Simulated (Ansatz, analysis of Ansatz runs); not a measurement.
**A hop of H in Li5NbO5 (C2/m), charge +1**

Aim: the barrier of one jump in Li5NbO5 (C2/m) at charge +1: H transfer from O to O. The model is a cell of 88 host atoms with 1 H put in; H is the atom that moves.

Main program and level: Ansatz 0.2.0; plane-wave PAW DFT, PBEsol; nudged elastic band between two relaxed defect structures at fixed charge in a uniform background.

## (1) Starting point

The cell holds 89 atoms: 40 Li, 8 Nb, 40 O and 1 H. Cell: a = 10.448 Å, b = 10.448 Å, c = 11.553 Å, α = 107.3°, β = 107.3°, γ = 45.1°. It derives from Li5NbO5 (space group C2/m). Nearest the centre at fractional (0.497, 0.497, 0.377): H89 at 0.41 Å, O8 at 1.38 Å, O77 at 1.40 Å, Nb83 at 1.40 Å, Li69 at 1.49 Å, O42 at 2.45 Å, O64 at 2.45 Å, Li24 at 2.69 Å. The cell carries charge +1.

The cell's shortest repeat is 8.0 Å.

## (2) Relaxation of the start point, charge +1

A barrier is counted from a minimum, so both ends are relaxed first. Small random displacements break the symmetry of the ideal sites, so that the defect can distort if it gains by it. The charge of +1 is set by the electron count, and a uniform background keeps the cell neutral.

Contents of qp1.start/input.yaml:

```yaml
crystal:
  lattice:
    - [9.64854378, -4.00795932, 0.00669279]
    - [9.64854378, 4.00795932, 0.00669279]
    - [-3.7205883, 0.0, 10.93780668]
  atoms:
    - { symbol: Li, position: [0.35558637, 0.35558637, 0.17163026] }
    - { symbol: Li, position: [0.3452938, 0.3452938, 0.43105463] }
    - { symbol: Li, position: [0.0, 0.0, 0.25] }
    - { symbol: Li, position: [0.1547062, 0.1547062, 0.06894537] }
    - { symbol: Li, position: [0.14441363, 0.14441363, 0.32836974] }
    - { symbol: Nb, position: [0.0, 0.0, 0.0] }
    - { symbol: O, position: [0.42680537, 0.42680537, 0.08691874] }
    - { symbol: O, position: [0.42117347, 0.42117347, 0.34089219] }
    - { symbol: O, position: [0.25, 0.25, 0.0] }
    - { symbol: O, position: [0.07882653, 0.07882653, 0.15910781] }
    - { symbol: O, position: [0.07319463, 0.07319463, 0.41308126] }
    - { symbol: Li, position: [0.35558637, 0.35558637, 0.67163026] }
    - { symbol: Li, position: [0.3452938, 0.3452938, 0.93105463] }
    - { symbol: Li, position: [0.0, 0.0, 0.75] }
    - { symbol: Li, position: [0.1547062, 0.1547062, 0.56894537] }
    - { symbol: Li, position: [0.14441363, 0.14441363, 0.82836974] }
    - { symbol: Nb, position: [0.0, 0.0, 0.5] }
    - { symbol: O, position: [0.42680537, 0.42680537, 0.58691874] }
    - { symbol: O, position: [0.42117347, 0.42117347, 0.84089219] }
    - { symbol: O, position: [0.25, 0.25, 0.5] }
    - { symbol: O, position: [0.07882653, 0.07882653, 0.65910781] }
    - { symbol: O, position: [0.07319463, 0.07319463, 0.91308126] }
    - { symbol: Li, position: [0.35558637, 0.85558637, 0.17163026] }
    - { symbol: Li, position: [0.3452938, 0.8452938, 0.43105463] }
    - { symbol: Li, position: [0.0, 0.5, 0.25] }
    - { symbol: Li, position: [0.1547062, 0.6547062, 0.06894537] }
    - { symbol: Li, position: [0.14441363, 0.64441363, 0.32836974] }
    - { symbol: Nb, position: [0.0, 0.5, 0.0] }
    - { symbol: O, position: [0.42680537, 0.92680537, 0.08691874] }
    - { symbol: O, position: [0.42117347, 0.92117347, 0.34089219] }
    - { symbol: O, position: [0.25, 0.75, 0.0] }
    - { symbol: O, position: [0.07882653, 0.57882653, 0.15910781] }
    - { symbol: O, position: [0.07319463, 0.57319463, 0.41308126] }
    - { symbol: Li, position: [0.35558637, 0.85558637, 0.67163026] }
    - { symbol: Li, position: [0.3452938, 0.8452938, 0.93105463] }
    - { symbol: Li, position: [0.0, 0.5, 0.75] }
    - { symbol: Li, position: [0.1547062, 0.6547062, 0.56894537] }
    - { symbol: Li, position: [0.14441363, 0.64441363, 0.82836974] }
    - { symbol: Nb, position: [0.0, 0.5, 0.5] }
    - { symbol: O, position: [0.42680537, 0.92680537, 0.58691874] }
    - { symbol: O, position: [0.42117347, 0.92117347, 0.84089219] }
    - { symbol: O, position: [0.25, 0.75, 0.5] }
    - { symbol: O, position: [0.07882653, 0.57882653, 0.65910781] }
    - { symbol: O, position: [0.07319463, 0.57319463, 0.91308126] }
    - { symbol: Li, position: [0.85558637, 0.35558637, 0.17163026] }
    - { symbol: Li, position: [0.8452938, 0.3452938, 0.43105463] }
    - { symbol: Li, position: [0.5, 0.0, 0.25] }
    - { symbol: Li, position: [0.6547062, 0.1547062, 0.06894537] }
    - { symbol: Li, position: [0.64441363, 0.14441363, 0.32836974] }
    - { symbol: Nb, position: [0.5, 0.0, 0.0] }
    - { symbol: O, position: [0.92680537, 0.42680537, 0.08691874] }
    - { symbol: O, position: [0.92117347, 0.42117347, 0.34089219] }
    - { symbol: O, position: [0.75, 0.25, 0.0] }
    - { symbol: O, position: [0.57882653, 0.07882653, 0.15910781] }
    - { symbol: O, position: [0.57319463, 0.07319463, 0.41308126] }
    - { symbol: Li, position: [0.85558637, 0.35558637, 0.67163026] }
    - { symbol: Li, position: [0.8452938, 0.3452938, 0.93105463] }
    - { symbol: Li, position: [0.5, 0.0, 0.75] }
    - { symbol: Li, position: [0.6547062, 0.1547062, 0.56894537] }
    - { symbol: Li, position: [0.64441363, 0.14441363, 0.82836974] }
    - { symbol: Nb, position: [0.5, 0.0, 0.5] }
    - { symbol: O, position: [0.92680537, 0.42680537, 0.58691874] }
    - { symbol: O, position: [0.92117347, 0.42117347, 0.84089219] }
    - { symbol: O, position: [0.75, 0.25, 0.5] }
    - { symbol: O, position: [0.57882653, 0.07882653, 0.65910781] }
    - { symbol: O, position: [0.57319463, 0.07319463, 0.91308126] }
    - { symbol: Li, position: [0.85558637, 0.85558637, 0.17163026] }
    - { symbol: Li, position: [0.8452938, 0.8452938, 0.43105463] }
    - { symbol: Li, position: [0.5, 0.5, 0.25] }
    - { symbol: Li, position: [0.6547062, 0.6547062, 0.06894537] }
    - { symbol: Li, position: [0.64441363, 0.64441363, 0.32836974] }
    - { symbol: Nb, position: [0.5, 0.5, 0.0] }
    - { symbol: O, position: [0.92680537, 0.92680537, 0.08691874] }
    - { symbol: O, position: [0.92117347, 0.92117347, 0.34089219] }
    - { symbol: O, position: [0.75, 0.75, 0.0] }
    - { symbol: O, position: [0.57882653, 0.57882653, 0.15910781] }
    - { symbol: O, position: [0.57319463, 0.57319463, 0.41308126] }
    - { symbol: Li, position: [0.85558637, 0.85558637, 0.67163026] }
    - { symbol: Li, position: [0.8452938, 0.8452938, 0.93105463] }
    - { symbol: Li, position: [0.5, 0.5, 0.75] }
    - { symbol: Li, position: [0.6547062, 0.6547062, 0.56894537] }
    - { symbol: Li, position: [0.64441363, 0.64441363, 0.82836974] }
    - { symbol: Nb, position: [0.5, 0.5, 0.5] }
    - { symbol: O, position: [0.92680537, 0.92680537, 0.58691874] }
    - { symbol: O, position: [0.92117347, 0.92117347, 0.84089219] }
    - { symbol: O, position: [0.75, 0.75, 0.5] }
    - { symbol: O, position: [0.57882653, 0.57882653, 0.65910781] }
    - { symbol: O, position: [0.57319463, 0.57319463, 0.91308126] }
    - { symbol: H, position: [0.518995, 0.518995, 0.387426] }
total_charge: 1
basis:
  ecutwfc: 420
  xc_grid: 2
hamiltonian:
  xc: pbesol
kpoints:
  mp_grid: { grid: [1, 1, 1], shift: [0.25, 0.25, 0.25] }
scf:
  occupations: { method: fixed }
  max_iter: 150
output:
  forces: true
relax:
  f_tol: 0.02
  max_steps: 70
  random_displacement: { amplitude: 0.03, seed: 268 }
```

Command:

```console
ansatz run input.yaml --threads 32 --pin off --max-ram 84787MiB --backend cuda --events-out ev --progress --plain --runs-dir out --max-vram 78GiB
```

Numbers of over 12 decimals in the logs are rounded to 6 here.

Output:

```text
[... repeated set-up lines and file paths are left out, and long positions are rounded to six places ...]
The last accepted step is kept in <dir> (removed where the run ends without a failure and the disk answers)
Engine: ansatz 0.2.0, aarch64-unknown-linux-gnu
Pseudopotentials: kind: paw
Pseudopotential: Li, paw, valence charge 3, recommended cutoff 420 eV (normal), Li.paw.azcp
Pseudopotential: Nb, paw, valence charge 13, recommended cutoff 420 eV (normal), Nb.paw.azcp
Pseudopotential: O, paw, valence charge 6, recommended cutoff 420 eV (normal), O.paw.azcp
Pseudopotential: H, paw, valence charge 1, recommended cutoff 420 eV (normal), H.paw.azcp
Functional definition: PBEsol
  exchange = pbesol_x
  correlation = pbesol_c
[...]
Crystal: 89 atoms, lattice volume = 846.151 Å³
Basis set: ecut = 420 eV, 16581 PW (Γ), exchange–correlation on 144×144×160 points (8 copies of the dense FFT grid, shifted against one another)
Bands: 321, of which v1, the nominal top of the filled ones, is band 232 counted from 1 (231 counted from 0)
Symmetry: 1 space group operations
k-points: 1
Non-local potential: Li, projectors of the file, l = 0: 3, l = 1: 2, l = 2: 1
Non-local potential: Nb, projectors of the file, l = 0: 3, l = 1: 2, l = 2: 2, l = 3: 1
Non-local potential: O, projectors of the file, l = 0: 2, l = 1: 2, l = 2: 1
Non-local potential: H, projectors of the file, l = 0: 2, l = 1: 1
PAW form: soft (Blöchl's): semilocal exchange-correlation on the pseudo side does not see the compensation charge
PAW frozen core: Nb, regenerated for the run's functional, and the local potential with it (the file was generated under x = pbe(κ = 0.804, μ = 0.219515), c = pbe(β = 0.066725))
PAW frozen core: O, regenerated for the run's functional, and the local potential with it (the file was generated under x = pbe(κ = 0.804, μ = 0.219515), c = pbe(β = 0.066725))
PAW one-centre angular grid: Li, 110 points (default); XC on 64 Gauss nodes
PAW one-centre angular grid: Nb, 590 points (default); XC on 64 Gauss nodes
PAW one-centre angular grid: O, 110 points (default); XC on 64 Gauss nodes
PAW one-centre angular grid: H, 110 points (default); XC on 64 Gauss nodes
Initial density: superposition of atomic densities (neutral atoms scaled as one to the charged cell's electrons: chi_scale 0, normalization atom), corrected by the library's trained network
Initial wavefunctions: pseudopotential atomic-orbital guess
[...]
Functional: x = pbesol(κ = 0.804, μ = 0.123457), c = pbesol(β = 0.046)
SCF iter   1: F=—  HF=-66636.197504 eV  |F-HF|=—  |Δ(HF+E_count)|=         —  Δρ=1.30e-2  dr2=1.74e0  ethr=1.77e-3  ⟨swp⟩=5.0  Hψ=1091  notcnv=0  defer=87
preconditioner: auto → Resta (q_TF=auto, 2.468 Å⁻¹)  ε∞=4.0  [insulator: Δε(μ)=2.416 eV  Ē_g=13.224 eV  n_scr=206 (ndim 8)  ℏωp=22.8 eV  f_vac=0.083  ε∞_Penn≈4.0]
SCF iter   2: F=—  HF=-66635.848398 eV  |F-HF|=—  |Δ(HF+E_count)|=   3.49e-1  Δρ=5.66e-3  dr2=2.40e-1  ethr=3.75e-4  ⟨swp⟩=3.0  Hψ=492  notcnv=0  defer=87
SCF iter   3: F=—  HF=-66635.802674 eV  |F-HF|=—  |Δ(HF+E_count)|=   4.57e-2  Δρ=2.02e-3  dr2=4.66e-2  ethr=5.17e-5  ⟨swp⟩=2.0  Hψ=397  notcnv=0  defer=68
automatic band count: iteration 3 solves 302 bands in place of 321: the levels show a gap, and the empty bands left out lie too high to hold charge; the band table lists the bands solved (type scf.n_extra_bands for more)
[...]
SCF 1 converged in 9 iterations: F = -66635.791439 eV  dr2 = 5.96e-6
  greatest PAW one-centre occupation: 1.000 electrons in one spin orbital (limit 2), on the Li atom at site 4 (counted from 0), in its partial waves of l = 0
relax step   1: F+E_penalty+E_count = -66635.79143941 eV  Δ(F+E_penalty+E_count) = +0.000e0 eV  max|allowed force component| = 1.125e1 eV/Å  Δτ_max = 0.0000 Å  (9 SCF iters, dr2 threshold 1.00e-5 eV, accepted)
[... the SCF cycles and remarks between the steps are left out from here to the last step ...]
relax step   2: F+E_penalty+E_count = -66638.53437054 eV  Δ(F+E_penalty+E_count) = -2.743e0 eV  max|allowed force component| = 3.747e0 eV/Å  Δτ_max = 0.1752 Å  (7 SCF iters, dr2 threshold 1.00e-4 eV, accepted)
relax step   5: F+E_penalty+E_count = -66639.35867041 eV  Δ(F+E_penalty+E_count) = -1.272e-1 eV  max|allowed force component| = 1.870e-1 eV/Å  Δτ_max = 0.0760 Å  (6 SCF iters, dr2 threshold 1.00e-4 eV, accepted)
relax step   8: F+E_penalty+E_count = -66639.46286998 eV  Δ(F+E_penalty+E_count) = -2.871e-2 eV  max|allowed force component| = 4.374e-1 eV/Å  Δτ_max = 0.0496 Å  (5 SCF iters, dr2 threshold 7.72e-5 eV, accepted)
relax step  11: F+E_penalty+E_count = -66639.47899172 eV  Δ(F+E_penalty+E_count) = +1.143e-1 eV  max|allowed force component| = 1.909e0 eV/Å  Δτ_max = 0.1862 Å  (6 SCF iters, dr2 threshold 1.00e-4 eV, rejected (line search))
relax step  14: F+E_penalty+E_count = -66639.68779103 eV  Δ(F+E_penalty+E_count) = -9.870e-3 eV  max|allowed force component| = 3.606e-1 eV/Å  Δτ_max = 0.1500 Å  (7 SCF iters, dr2 threshold 2.54e-5 eV, accepted)
relax step  17: F+E_penalty+E_count = -66639.70392415 eV  Δ(F+E_penalty+E_count) = -3.254e-3 eV  max|allowed force component| = 9.968e-2 eV/Å  Δτ_max = 0.0604 Å  (7 SCF iters, dr2 threshold 1.35e-6 eV, accepted)
relax step  20: F+E_penalty+E_count = -66639.71498187 eV  Δ(F+E_penalty+E_count) = -5.315e-3 eV  max|allowed force component| = 5.520e-1 eV/Å  Δτ_max = 0.0265 Å  (4 SCF iters, dr2 threshold 7.59e-5 eV, accepted)
relax step  23: F+E_penalty+E_count = -66639.81409368 eV  Δ(F+E_penalty+E_count) = -3.432e-2 eV  max|allowed force component| = 1.024e0 eV/Å  Δτ_max = 0.0861 Å  (5 SCF iters, dr2 threshold 1.00e-4 eV, accepted)
relax step  26: F+E_penalty+E_count = -66639.89110446 eV  Δ(F+E_penalty+E_count) = -4.339e-2 eV  max|allowed force component| = 1.356e-1 eV/Å  Δτ_max = 0.0966 Å  (11 SCF iters, accepted)
relax step  29: F+E_penalty+E_count = -66639.92491434 eV  Δ(F+E_penalty+E_count) = -8.095e-3 eV  max|allowed force component| = 1.375e-1 eV/Å  Δτ_max = 0.0489 Å  (9 SCF iters, accepted)
[...]
relax step  32: F+E_penalty+E_count = -66639.93138971 eV  Δ(F+E_penalty+E_count) = -6.262e-4 eV  max|allowed force component| = 2.934e-2 eV/Å  Δτ_max = 0.0043 Å  (5 SCF iters, dr2 threshold 5.57e-7 eV, accepted)
[...]
- { symbol: O, position: [0.070138, 0.568422, 0.411232] }
    - { symbol: Li, position: [0.356822, 0.853838, 0.672908] }
    - { symbol: Li, position: [0.344397, 0.848735, 0.930638] }
    - { symbol: Li, position: [-0.004378, 0.501784, 0.753081] }
    - { symbol: Li, position: [0.144082, 0.648888, 0.570149] }
    - { symbol: Li, position: [0.143006, 0.648907, 0.833416] }
    - { symbol: Nb, position: [-0.017240, 0.509350, 0.500502] }
    - { symbol: O, position: [0.428439, 0.925206, 0.586817] }
    - { symbol: O, position: [0.419544, 0.923071, 0.839776] }
    - { symbol: O, position: [0.265137, 0.747510, 0.491206] }
    - { symbol: O, position: [0.069653, 0.580031, 0.657639] }
    - { symbol: O, position: [0.068788, 0.575532, 0.913875] }
    - { symbol: Li, position: [0.853296, 0.358973, 0.175128] }
    - { symbol: Li, position: [0.876787, 0.309623, 0.445894] }
    - { symbol: Li, position: [0.491755, 0.009631, 0.248973] }
    - { symbol: Li, position: [0.653702, 0.157242, 0.069020] }
    - { symbol: Li, position: [0.644711, 0.142097, 0.327588] }
    - { symbol: Nb, position: [0.507611, -0.007154, 0.000479] }
    - { symbol: O, position: [0.923523, 0.430740, 0.090841] }
    - { symbol: O, position: [0.894420, 0.423473, 0.347623] }
    - { symbol: O, position: [0.740481, 0.246495, -0.004044] }
    - { symbol: O, position: [0.574897, 0.082038, 0.159323] }
    - { symbol: O, position: [0.570489, 0.077071, 0.414909] }
    - { symbol: Li, position: [0.855741, 0.353730, 0.675520] }
    - { symbol: Li, position: [0.844944, 0.347275, 0.932759] }
    - { symbol: Li, position: [0.498587, 0.000123, 0.752165] }
    - { symbol: Li, position: [0.656957, 0.141403, 0.571544] }
    - { symbol: Li, position: [0.644175, 0.148281, 0.833146] }
    - { symbol: Nb, position: [0.485232, 0.012194, 0.499496] }
    - { symbol: O, position: [0.926841, 0.425570, 0.591678] }
    - { symbol: O, position: [0.917230, 0.423582, 0.841633] }
    - { symbol: O, position: [0.755316, 0.256007, 0.491768] }
    - { symbol: O, position: [0.573693, 0.079874, 0.658238] }
    - { symbol: O, position: [0.568987, 0.076283, 0.913926] }
    - { symbol: Li, position: [0.854758, 0.857117, 0.172116] }
    - { symbol: Li, position: [0.838986, 0.844800, 0.428712] }
    - { symbol: Li, position: [0.484658, 0.508525, 0.247801] }
    - { symbol: Li, position: [0.653583, 0.658178, 0.066633] }
    - { symbol: Li, position: [0.635473, 0.680656, 0.318784] }
    - { symbol: Nb, position: [0.506649, 0.495238, 0.002614] }
    - { symbol: O, position: [0.923311, 0.930275, 0.088852] }
    - { symbol: O, position: [0.919821, 0.919626, 0.343428] }
    - { symbol: O, position: [0.743600, 0.746199, 0.000776] }
    - { symbol: O, position: [0.571581, 0.586710, 0.158419] }
    - { symbol: O, position: [0.572629, 0.578578, 0.406258] }
    - { symbol: Li, position: [0.852949, 0.859265, 0.676835] }
    - { symbol: Li, position: [0.844796, 0.849041, 0.931065] }
    - { symbol: Li, position: [0.493000, 0.502810, 0.757140] }
    - { symbol: Li, position: [0.646398, 0.656455, 0.570898] }
    - { symbol: Li, position: [0.643189, 0.645895, 0.830891] }
    - { symbol: Nb, position: [0.505607, 0.480504, 0.505811] }
    - { symbol: O, position: [0.929089, 0.921548, 0.586331] }
    - { symbol: O, position: [0.916704, 0.925093, 0.840190] }
    - { symbol: O, position: [0.742880, 0.752396, 0.482710] }
    - { symbol: O, position: [0.574242, 0.577167, 0.657358] }
    - { symbol: O, position: [0.569039, 0.576008, 0.913854] }
    - { symbol: H, position: [0.689604, 0.506869, 0.374241] }
```

Wall time 23 s (1 × NVIDIA GB200 with 32 threads of Arm Neoverse V2, shared host); peak memory 1.4 GiB.

The steps of the relaxation:

| step | energy less that of the first step (eV) | largest force component (eV/Å) |
| --- | --- | --- |
| 1 | 0.0000 | 11.2509 |
| 5 | -3.5672 | 0.1870 |
| 9 | -3.7573 | 0.5471 |
| 13 | -3.8865 | 0.2751 |
| 17 | -3.9125 | 0.0997 |
| 21 | -3.9625 | 0.8584 |
| 25 | -4.0251 | 0.8467 |
| 29 | -4.1335 | 0.1375 |
| 33 | -4.1402 | 0.0118 |

Relaxation step 25 was tried and not accepted.

The atoms that moved most (Å, from the sites as typed, ahead of the random displacement, the mean shift of all atoms taken out):

| atom | dx | dy | dz | length |
| --- | --- | --- | --- | --- |
| H89 | 1.579 | -0.736 | -0.143 | 1.748 |
| Li71 | 0.300 | 0.177 | -0.105 | 0.364 |
| Li46 | -0.095 | -0.273 | 0.162 | 0.331 |
| O52 | -0.260 | 0.113 | 0.073 | 0.293 |
| O42 | 0.156 | -0.074 | -0.096 | 0.198 |
| Nb83 | -0.155 | -0.104 | 0.063 | 0.197 |
| O86 | 0.020 | 0.034 | -0.189 | 0.194 |
| O20 | -0.019 | 0.045 | -0.168 | 0.175 |

Neighbours of H89 at the end:

| atom | distance (Å) |
| --- | --- |
| O77 | 1.002 |
| O52 | 1.742 |
| Li71 | 1.747 |
| Li46 | 1.766 |
| Li69 | 2.197 |
| Li81 | 2.305 |
| O76 | 2.528 |
| Li45 | 2.665 |

Read from the output:

```
free energy                                                                                       : -66639.9316 eV
r.m.s. move of the farther half of the atoms                                                      : 0.05993 Å
largest move from the ideal geometry of this structure, a common shift of the far atoms taken out : 1.764 Å
```

The relaxation gained 4.140 eV and ended with a largest force component of 0.012 eV/Å.

[end of part 1 of 3]

[Logs are printed without paths, hosts, clocks, repeated set-up lines and the standing remarks that a program may print on its own settings, such as how far it seeks lower states.]

[Hosts, paths, dates, database ids (printed as entryN), source tags and the programs' standing remarks are cut or masked in the printed files.]
